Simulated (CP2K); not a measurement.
Two runs for the S L₂,₃ edge of 2-methoxythiophene. Run A: CP2K XAS_TDP, all-electron GAPW, PBEh(45%), aug-cc-pVDZ, TDA, ZORA, spin–orbit coupling. Run B differs in one setting.

First lines with a strength over 0.0003. A:

```
              atom  energy (eV)  states  strength, one atom
S7 (bonded to 2 C)       164.27       2              0.0021
                         164.47       1              0.0009
                         164.78       2              0.0005
                         164.92       1              0.0010
                         165.38       1              0.0016
```

B:

```
              atom  energy (eV)  states  strength, one atom
S7 (bonded to 2 C)       160.58       1              0.0020
                         160.86       1              0.0018
                         161.66       2              0.0014
                         161.75       1              0.0005
                         161.85       2              0.0011
```

Q: Which was it: GW2X switched on, the basis, the functional?

The functional (functional from PBEh(45%) to PBE0; the lines alone don't name the new value). A functional moves all lines by electronvolts and changes their spacings and strengths. The lowest line over the strength cut lies at 160.58 eV, against 164.27 eV (PBEh(45%), aug-cc-pVDZ).

[Banner, clock and machine lines of the logs are left out without a mark of their own.]

[Logs are printed without paths, hosts, clocks, repeated set-up lines and the standing remarks that a program may print on its own settings, such as how far it seeks lower states.]

[Hosts, paths, dates, database ids (printed as entryN), source tags and the programs' standing remarks are cut or masked in the printed files.]
